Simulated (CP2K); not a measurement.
Consider 3-nitrosopyridine at its PBE geometry (Å).

```xyz
12

O     3.0087    0.7078    0.1577
N     2.3662   -0.0927   -0.5256
C     0.9446   -0.0918   -0.2662
C     0.3092    0.7172    0.6868
C    -1.0671    0.5965    0.8142
C    -1.7440   -0.3192   -0.0108
N    -1.1457   -1.1002   -0.9281
C     0.1859   -0.9782   -1.0421
H     0.9043    1.4044    1.2884
H    -1.6259    1.1917    1.5360
H    -2.8276   -0.4322    0.0724
H     0.6915   -1.6033   -1.7827
```

Method: CP2K XAS_TDP, all-electron GAPW, PBEh(45%), aug-cc-pVDZ, TDA, GW2X-corrected core level, no relativity.

Q: Predict the bright core excitations at the C K edge.

Leading lines: C3 286.74 eV, C4 286.33 eV, C5 287.27 eV, C6 286.91 eV and C8 286.93 eV. The leading line of an atom is its first one with 35 % of the strongest within 2.5 eV of its lowest line over the strength cut. Core ionisation energies at this level: C5 292.87, C6 293.64, C8 293.57, C3 292.99 and C4 293.21 eV.

The first six lines of each atom with a strength over 0.0015:

```tsv
atom	energy (eV)	states	strength, one atom	above the computed threshold
C3 (bonded to 2 C and N)	286.74	1	0.0137	
	288.65	1	0.0348	
	288.97	1	0.0055	
	291.91	1	0.0067	
	292.27	1	0.0032	
	292.32	1	0.0052	
C4 (bonded to 2 C and H)	286.33	1	0.0485	
	288.95	1	0.0050	
	290.58	1	0.0015	
	291.15	1	0.0091	
	292.11	1	0.0055	
	292.69	1	0.0022	
C5 (bonded to 2 C and H)	287.27	1	0.0475	
	287.74	1	0.0028	
	290.46	1	0.0022	
	290.52	1	0.0126	
	291.82	1	0.0032	
	292.21	1	0.0042	
C6 (bonded to C, N and H)	286.91	1	0.0519	
	290.87	1	0.0080	
	291.43	1	0.0127	
	292.56	1	0.0035	
	293.09	1	0.0024	
	293.36	1	0.0021	
C8 (bonded to C, N and H)	286.93	1	0.0535	
	288.81	1	0.0039	
	291.77	1	0.0113	
	292.42	1	0.0052	
	293.14	1	0.0021	
	293.49	1	0.0018
```

Lines are vertical, at one geometry, with no vibrational structure. GW2X ionisation energies and lines can be off by 1 to 2 eV either way, and a good line position may hide errors that cancel. These values hold no scalar relativity, about 0.1 eV for C 1s. Rydberg lines, and the discretised continuum above threshold, depend on the basis and the box.

[Banner, clock and machine lines of the logs are left out without a mark of their own.]

[Logs are printed without paths, hosts, clocks, repeated set-up lines and the standing remarks that a program may print on its own settings, such as how far it seeks lower states.]

[Hosts, paths, dates, database ids (printed as entryN), source tags and the programs' standing remarks are cut or masked in the printed files.]
